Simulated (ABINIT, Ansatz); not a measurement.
# Zr (Zirconium): phonons by linear response, part 2 of 4

How does Zr (Zirconium) vibrate, and is this structure a minimum?

ABINIT 10.8.3; DFT LDA, scalar-relativistic, plane waves, PseudoDojo norm-conserving pseudopotentials.

So far. Step 3 (Relaxation): The volume changes by -6.3 % in this run and stands -6.3 % from the first cell. Step 4 (Ground state): The cell stands at -0.48 GPa: the relaxation ran with a smoothed and higher cutoff, and the difference is a stress of the finite basis. The relaxed cell has a = 3.146, c = 5.091 Å (conventional setting).

### 5. Zone-centre response

At q = 0 one unit cell holds all displacements. The response is solved for single atoms along the cell's directions, and symmetry skips those that follow from others. The crystal is treated as a metal, which screens a static field, so no field response is asked.

Input file dfpt_gamma.abi:

```

# common to the responses
getwfk_filepath "gso_WFK"
kptopt 2
nqpt 1
qpt 0.0 0.0 0.0
asr 0
chneut 0

# displacements
rfphon 1
rfatpol 1 2
rfdir 1 1 1
tolvrs 1.0d-10
prtwf 0
prtpot 1

# basis, mesh and filling
ecut 29.0
ngkpt 12 12 6
nshiftk 1
shiftk 0.0 0.0 0.0
istwfk *1
occopt 7
tsmear 0.01
nband 19
nstep 100
diemac 1000000.0
prtebands 0
prtgsr 0

# cell and atoms
acell 5.945543783 5.945543783 9.621198923
rprim 
    1.0 0.0 0.0
    -0.5 0.8660254038 0.0
    0.0 0.0 1.0
ntypat 1
znucl 40
natom 2
typat 1 1
xred 
    1/3 2/3 0.25
    2/3 1/3 0.75
pp_dirpath "./pseudo"
pseudos "Zr.upf"
```

Started as:

```
$ OMP_NUM_THREADS=1 mpirun -n 16 abinit dfpt_gamma.abi > dfpt_gamma.log
```

Numbers of over 12 decimals in the logs are rounded to 6 here.

dfpt_gamma.abo, the main output file:

```text
[banners, grids, parts of the stress and lines that vanish by symmetry left out]
- input  file    -> dfpt_gamma.abi
- output file    -> dfpt_gamma.abo
- root for input  files -> dfpt_gammai
- root for output files -> dfpt_gammao

 Symmetries : space group P6_3/m m c (#194); Bravais hP (primitive hexag.)
================================================================================
 Values of the parameters that define the memory need of the present run (RF).
     intxc =       0      iscf =       7    lmnmax =       6     lnmax =       6
     mgfft =      48  mpssoang =       3    mqgrid =    3001     natom =       2
  nloc_mem =       1    nspden =       1   nspinor =       1    nsppol =       1
      nsym =      24    n1xccc =    2501    ntypat =       1    occopt =       7
   xclevel =       1
-    mband =          19        mffmem =           1         mkmem =          28
-   mkqmem =          28        mk1mem =          28           mpw =        2214
      nfft =       43200          nkpt =         436
- my_mband =          19
================================================================================
================================================================================

--------------------------------------------------------------------------------
------------- Echo of variables that govern the present computation ------------
--------------------------------------------------------------------------------
-
- outvars: echo of selected default values
-   iomode0 =  0 , fftalg0 =312 , wfoptalg0 =  0
-
- outvars: echo of global parameters not present in the input file
-  max_nthreads =    1
-
 -outvars: echo values of preprocessed input variables
 [... echo left out ...]
================================================================================

 chkinp: Checking input parameters for consistency.

[...]
== DATASET  1 ==================================================================
-   mpi_nproc: 16, omp_nthreads: 1 (-1 if OMP is not activated)

--- !DatasetInfo
iteration_state: {dtset: 1, }
dimensions: {natom: 2, nkpt: 436, mband: 19, nsppol: 1, nspinor: 1, nspden: 1, mpw: 2214, }
cutoff_energies: {ecut:  29.0, pawecutdg:  -1.0, }
electrons: {nelect:   2.40000000E+01, charge:   0.00000000E+00, occopt:   7.00000000E+00, tsmear:   1.00000000E-02, }
meta: {optdriver: 1, rfphon: 1, }
...

 mkfilename: getwfk from: gso_WFK

 Real(R)+Recip(G) space primitive vectors, cartesian coordinates (Bohr,Bohr^-1):
 R(1)=  5.9455438  0.0000000  0.0000000  G(1)=  0.1681932  0.0971064  0.0000000
 R(2)= -2.9727719  5.1489920  0.0000000  G(2)=  0.0000000  0.1942128  0.0000000
 R(3)=  0.0000000  0.0000000  9.6211989  G(3)=  0.0000000  0.0000000  0.1039372
 Unit cell volume ucvol=  2.9453912E+02 bohr^3
 Angles (23,13,12)=  9.00000000E+01  9.00000000E+01  1.20000000E+02 degrees
 setup1 : take into account q-point for computing boxcut.

 getcut: wavevector=  0.0000  0.0000  0.0000  ngfft=  30  30  48
         ecut(hartree)=     29.000   => boxcut(ratio)=   2.05801

--- Pseudopotential description ------------------------------------------------
- pspini: atom type   1  psp file is ./pseudo/Zr.upf

   9.06007401E+02                                ecore*ucvol(ha*bohr**3)
--------------------------------------------------------------------------------

 ==>  initialize data related to q vector <==

 The list of irreducible perturbations for this q vector is:
    1)    idir= 1    ipert=   1
    2)    idir= 3    ipert=   1

[...]
The perturbation idir=   2  ipert=   1 is
 symmetric of a previously calculated perturbation.
 So, its SCF calculation is not needed.

 The perturbation idir=   1  ipert=   2 is
 symmetric of a previously calculated perturbation.
 So, its SCF calculation is not needed.

 The perturbation idir=   2  ipert=   2 is
 symmetric of a previously calculated perturbation.
 So, its SCF calculation is not needed.

 The perturbation idir=   3  ipert=   2 is
 symmetric of a previously calculated perturbation.
 So, its SCF calculation is not needed.

--------------------------------------------------------------------------------
 Perturbation wavevector (in red.coord.)   0.000000  0.000000  0.000000
 Perturbation : displacement of atom   1   along direction   1
 Found     2 symmetries that leave the perturbation invariant.

[...]
dfpt_looppert : total number of electrons, from k and k+q
  fully or partially occupied states are    2.400000E+01 and    2.400000E+01.
 Initialisation of the first-order wave-functions :
  ireadwf=   0

--- !BeginCycle
iteration_state: {dtset: 1, }
solver: {iscf: 7, nstep: 100, nline: 4, wfoptalg: 0, }
tolerances: {tolvrs: 1.00E-10, }
...

     iter   2DEtotal(Ha)        deltaE(Ha) residm    vres2
-ETOT  1  0.592908     -1.440E+03 3.545E+00 1.031E+02
 ETOT  2  0.152372     -4.405E-01 2.819E-01 2.882E+00
 ETOT  3  0.149312     -3.060E-03 5.764E-02 2.332E-01
 ETOT  4  0.149171     -1.406E-04 2.251E-01 2.288E-02
 ETOT  5  0.149175      4.090E-06 5.061E-02 4.440E-02
[...]
At SCF step   10       vres2   =  1.09E-12 < tolvrs=  1.00E-10 =>converged.
[...]
Mean square residual over all n,k,spin=   68.039E-06; max=  22.043E-02

 Thirteen components of 2nd-order total energy (hartree) are
 1,2,3: 0th-order hamiltonian combined with 1st-order wavefunctions
     kin0=   1.07545143E+03 eigvalue=   1.01565046E+02  local=  -8.45819392E+02
 4,5,6: 1st-order hamiltonian combined with 1st and 0th-order wfs
 loc psp =  -1.44838657E+03  Hartree=   3.53370106E+02     xc=  -8.46783599E+01
 note that "loc psp" includes a xc core correction that could be resolved
 7,8,9: eventually, occupation + non-local contributions
    edocc=   1.68363865E+02     enl0=   6.72223864E+02   enl1=  -1.43256656E+03
 1-9 gives the relaxation energy (to be shifted if some occ is /=2.0)
   erelax=  -1.44047656E+03
 10,11,12 Non-relaxation  contributions : frozen-wavefunctions and Ewald
 fr.local=   7.21321566E+02 fr.nonlo=   7.15684736E+02  Ewald=   1.03491564E+01
 13,14 Frozen wf xc core corrections (1) and (2)
 frxc 1  =  -1.22042189E+02  frxc 2 =   1.15312456E+02
 Resulting in :
 2DEtotal=    0.1491645220E+00 Ha. Also 2DEtotal=    0.405897342339E+01 eV
    (2DErelax=   -1.4404765604E+03 Ha. 2DEnonrelax=    1.4406257249E+03 Ha)
    (  non-var. 2DEtotal :    1.4916433289E-01 Ha)

[...]
Perturbation wavevector (in red.coord.)   0.000000  0.000000  0.000000
 Perturbation : displacement of atom   1   along direction   3
 Found     6 symmetries that leave the perturbation invariant.

--------------------------------------------------------------------------------

--------------------------------------------------------------------------------

 dfpt_looppert : total number of electrons, from k and k+q
  fully or partially occupied states are    2.400000E+01 and    2.400000E+01.
 Initialisation of the first-order wave-functions :
  ireadwf=   0

--- !BeginCycle
iteration_state: {dtset: 1, }
solver: {iscf: 7, nstep: 100, nline: 4, wfoptalg: 0, }
tolerances: {tolvrs: 1.00E-10, }
...

     iter   2DEtotal(Ha)        deltaE(Ha) residm    vres2
-ETOT  1   18.812028615842     -4.222E+03 8.479E+00 6.644E+04
[...]
ETOT  9   4.535326     -5.430E-10 4.096E-01 5.828E-09
 ETOT 10   4.535326      3.038E-10 1.039E+00 1.997E-11

 At SCF step   10       vres2   =  2.00E-11 < tolvrs=  1.00E-10 =>converged.
[...]
Mean square residual over all n,k,spin=   86.830E-05; max=  10.391E-01

 Thirteen components of 2nd-order total energy (hartree) are
 1,2,3: 0th-order hamiltonian combined with 1st-order wavefunctions
     kin0=   2.89528433E+03 eigvalue=   2.61916934E+02  local=  -2.26346529E+03
 4,5,6: 1st-order hamiltonian combined with 1st and 0th-order wfs
 loc psp =  -4.76233242E+03  Hartree=   1.39331887E+03     xc=  -2.31627303E+02
 note that "loc psp" includes a xc core correction that could be resolved
 7,8,9: eventually, occupation + non-local contributions
    edocc=   4.22552390E+02     enl0=   1.75877318E+03   enl1=  -3.71117381E+03
 1-9 gives the relaxation energy (to be shifted if some occ is /=2.0)
   erelax=  -4.23675311E+03
 10,11,12 Non-relaxation  contributions : frozen-wavefunctions and Ewald
 fr.local=   1.88840983E+03 fr.nonlo=   1.85524679E+03  Ewald=   5.14504570E+02
 13,14 Frozen wf xc core corrections (1) and (2)
 frxc 1  =  -3.19815485E+02  frxc 2 =   3.02942740E+02
 Resulting in :
 2DEtotal=    0.4535325569E+01 Ha. Also 2DEtotal=    0.123412495812E+03 eV
    (2DErelax=   -4.2367531108E+03 Ha. 2DEnonrelax=    4.2412884363E+03 Ha)
    (  non-var. 2DEtotal :    4.5353256156E+00 Ha)

[...]
---- first-order wavefunction calculations are completed ----

 ==> Compute Derivative Database <==

 [... matrices left out ...]
  Phonon wavevector (reduced coordinates) :  0.00000  0.00000  0.00000
 Phonon energies in Hartree :
  -1.327574E-05  1.870838E-05  1.870838E-05  2.248809E-04  2.248809E-04
   7.677510E-04
 Phonon frequencies in cm-1    :
- -2.913688E+00  4.106016E+00  4.106016E+00  4.935565E+01  4.935565E+01
-  1.685019E+02

== END DATASET(S) ==============================================================
================================================================================

 -outvars: echo values of variables after computation
            acell      5.9455437830E+00  5.9455437830E+00  9.6211989230E+00 Bohr
           etotal      4.5353255691E+00
            fcart      0.0000000000E+00  0.0000000000E+00  0.0000000000E+00
           strten      0.0000000000E+00  0.0000000000E+00  0.0000000000E+00
================================================================================
```

Elapsed: 40 s, on 16 MPI ranks of Arm Neoverse V1, shared host.

This step gave:

```
largest acoustic frequency at the zone centre before the sum rule : 4.11 cm⁻¹
highest optical zone-centre mode (no LO-TO term)                  : 168.5 cm⁻¹
lowest optical zone-centre mode                                   : 49.36 cm⁻¹
```

The acoustic modes at Γ come out as far as 4.1 cm⁻¹ from zero, where they should vanish, a small numerical error.

### 6. Phonons on a q mesh

Linear response treats each wavevector of the 3×3×2 mesh in the unit cell; the first-order potentials are kept for the electron-phonon matrix elements.

Input file dfpt_q.abi:

```
ndtset 5

# wavevectors
qpt1 0.3333333333 0.0 0.0
qpt2 0.3333333333 0.3333333333 0.0
qpt3 0.0 0.0 0.5
qpt4 0.3333333333 0.0 0.5
qpt5 0.3333333333 0.3333333333 0.5

# displacements
getwfk_filepath "gso_WFK"
getwfq_filepath "gso_WFK"
kptopt 3
nqpt 1
rfphon 1
rfatpol 1 2
rfdir 1 1 1
tolvrs 1.0d-10
prtwf 0
prtpot 1

# basis, mesh and filling
ecut 29.0
ngkpt 12 12 6
nshiftk 1
shiftk 0.0 0.0 0.0
istwfk *1
occopt 7
tsmear 0.01
nband 19
nstep 100
diemac 1000000.0
prtebands 0
prtgsr 0

# cell and atoms
acell 5.945543783 5.945543783 9.621198923
rprim 
    1.0 0.0 0.0
    -0.5 0.8660254038 0.0
    0.0 0.0 1.0
ntypat 1
znucl 40
natom 2
typat 1 1
xred 
    1/3 2/3 0.25
    2/3 1/3 0.75
pp_dirpath "./pseudo"
pseudos "Zr.upf"
```

Started as:

```
$ OMP_NUM_THREADS=1 mpirun -n 16 abinit dfpt_q.abi > dfpt_q.log
```

dfpt_q.abo, the main output file:

```text
[banners, grids, parts of the stress and lines that vanish by symmetry left out]
- input  file    -> dfpt_q.abi
- output file    -> dfpt_q.abo
- root for input  files -> dfpt_qi
[...]
DATASET    1 : space group P6_3/m m c (#194); Bravais hP (primitive hexag.)
[...]
nfft =       43200          nkpt =         864
[...]
DATASET    2 : space group P6_3/m m c (#194); Bravais hP (primitive hexag.)
[...]
nfft =       43200          nkpt =         864
[...]
DATASET    3 : space group P6_3/m m c (#194); Bravais hP (primitive hexag.)
[...]
nfft =       43200          nkpt =         864
[...]
DATASET    4 : space group P6_3/m m c (#194); Bravais hP (primitive hexag.)
[...]
nfft =       43200          nkpt =         864
[...]
DATASET    5 : space group P6_3/m m c (#194); Bravais hP (primitive hexag.)
[...]
nfft =       43200          nkpt =         864
[...]
== DATASET  1 ==================================================================
[...]
cutoff_energies: {ecut:  29.0, pawecutdg:  -1.0, }
[...]
Perturbation : displacement of atom   1   along direction   1
[...]
-ETOT  1   26.530735131655     -1.623E+03 4.335E+00 2.540E+05
 ETOT  2   87.988550430343      6.146E+01 1.396E+01 8.971E+05
 ETOT  3   3.151535     -8.484E+01 2.883E+00 5.767E+03
 ETOT  4   2.623397     -5.281E-01 8.674E+00 3.569E+02
 ETOT  5   2.515835     -1.076E-01 3.571E+00 9.588E+00
[...]
At SCF step   14       vres2   =  2.24E-11 < tolvrs=  1.00E-10 =>converged.
[...]
Perturbation : displacement of atom   1   along direction   2
[...]
-ETOT  1   1.735261     -1.465E+03 3.553E+00 7.922E+01
[...]
At SCF step   12       vres2   =  6.99E-12 < tolvrs=  1.00E-10 =>converged.
[...]
Perturbation : displacement of atom   1   along direction   3
[...]
-ETOT  1   11.568520235405     -4.023E+03 8.859E+00 1.928E+04
[...]
At SCF step   14       vres2   =  2.76E-12 < tolvrs=  1.00E-10 =>converged.
[...]
Phonon wavevector (reduced coordinates) :  0.33333  0.00000  0.00000
 Phonon energies in Hartree :
[...]
Phonon frequencies in cm-1    :
-  5.337754E+01  6.302930E+01  1.360761E+02  1.459943E+02  1.628262E+02
-  1.677847E+02
[...]
== DATASET  2 ==================================================================
[...]
cutoff_energies: {ecut:  29.0, pawecutdg:  -1.0, }
[...]
Perturbation : displacement of atom   1   along direction   1
[...]
-ETOT  1   10.813034031268     -1.594E+03 3.878E+00 2.854E+04
[...]
At SCF step   13       vres2   =  2.78E-12 < tolvrs=  1.00E-10 =>converged.
[...]
Perturbation : displacement of atom   1   along direction   3
[...]
-ETOT  1   7.216940     -3.942E+03 8.139E+00 3.275E+03
[...]
Phonon wavevector (reduced coordinates) :  0.33333  0.33333  0.00000
 Phonon energies in Hartree :
[...]
Phonon frequencies in cm-1    :
-  1.205033E+02  1.205033E+02  1.402851E+02  1.402851E+02  1.439059E+02
-  2.045412E+02
[...]
== DATASET  3 ==================================================================
[...]
cutoff_energies: {ecut:  29.0, pawecutdg:  -1.0, }
[...]
Perturbation : displacement of atom   1   along direction   1
[...]
-ETOT  1  0.595825     -1.440E+03 3.486E+00 9.051E+01
[...]
Perturbation : displacement of atom   1   along direction   3
[...]
-ETOT  1   240.54039919998     -4.570E+03 8.965E+00 4.050E+06
[...]
Phonon wavevector (reduced coordinates) :  0.00000  0.00000  0.50000
 Phonon energies in Hartree :
[...]
Phonon frequencies in cm-1    :
-  3.662441E+01  3.662441E+01  3.662441E+01  3.662441E+01  1.356519E+02
-  1.356519E+02
[...]
== DATASET  4 ==================================================================
[...]
cutoff_energies: {ecut:  29.0, pawecutdg:  -1.0, }
[...]
Perturbation : displacement of atom   1   along direction   1
[...]
-ETOT  1   17.504654047450     -1.606E+03 3.580E+00 1.046E+05
[...]
Perturbation : displacement of atom   1   along direction   2
[...]
-ETOT  1   1.641356     -1.465E+03 3.481E+00 7.727E+01
[...]
Perturbation : displacement of atom   1   along direction   3
[...]
-ETOT  1   40.399629273412     -4.087E+03 8.306E+00 2.227E+05
[...]
Phonon wavevector (reduced coordinates) :  0.33333  0.00000  0.50000
 Phonon energies in Hartree :
[...]
Phonon frequencies in cm-1    :
-  9.906231E+01  9.906231E+01  1.093346E+02  1.093361E+02  1.693089E+02
-  1.693099E+02
[...]
== DATASET  5 ==================================================================
[...]
cutoff_energies: {ecut:  29.0, pawecutdg:  -1.0, }
[...]
Perturbation : displacement of atom   1   along direction   1
[...]
-ETOT  1   6.210059     -1.594E+03 3.763E+00 1.148E+04
[...]
At SCF step   12       vres2   =  4.92E-12 < tolvrs=  1.00E-10 =>converged.
[...]
Perturbation : displacement of atom   1   along direction   3
[...]
-ETOT  1   11.228490127063     -3.965E+03 7.741E+00 1.213E+04
[...]
ETOT 10   6.732851     -4.061E-10 7.856E+00 8.194E-09
 ETOT 11   6.732851     -2.292E-10 6.421E+00 2.732E-11
 At SCF step   11       vres2   =  2.73E-11 < tolvrs=  1.00E-10 =>converged.
[...]
Phonon wavevector (reduced coordinates) :  0.33333  0.33333  0.50000
 Phonon energies in Hartree :
[...]
Phonon frequencies in cm-1    :
-  6.884915E+01  6.884915E+01  1.704793E+02  1.704793E+02  1.760383E+02
-  1.760383E+02
[...]
strten3     0.0000000000E+00  0.0000000000E+00  0.0000000000E+00
           
================================================================================
```

Wall time 14 min (16 MPI ranks); 3.8 h of CPU time.

Read from the output:

| Quantity | Value |
| --- | --- |
| lowest mode on the q mesh (acoustic ones at the zone centre apart) | 36.62 cm⁻¹ |

Frequencies (cm⁻¹) before the sum rule at the irreducible wavevectors but Γ, which is solved apart; negative means imaginary. Frequencies by wavevector:

```tsv
q (fractions)	star	mode 1	mode 2	mode 3	mode 4	mode 5	mode 6
0.3333 0 0	6	53.38	63.03	136.1	146	162.8	167.8
0.3333 0.3333 0	2	120.5	120.5	140.3	140.3	143.9	204.5
0 0 0.5	1	36.62	36.62	36.62	36.62	135.7	135.7
0.3333 0 0.5	6	99.06	99.06	109.3	109.3	169.3	169.3
0.3333 0.3333 0.5	2	68.85	68.85	170.5	170.5	176	176
```

[end of part 2 of 4]

[Host names and launcher messages were left out of these logs when they were recorded.]

[Logs are printed without paths, hosts, clocks, repeated set-up lines and the standing remarks that a program may print on its own settings, such as how far it seeks lower states.]

[Hosts, paths, dates, database ids (printed as entryN), source tags and the programs' standing remarks are cut or masked in the printed files.]
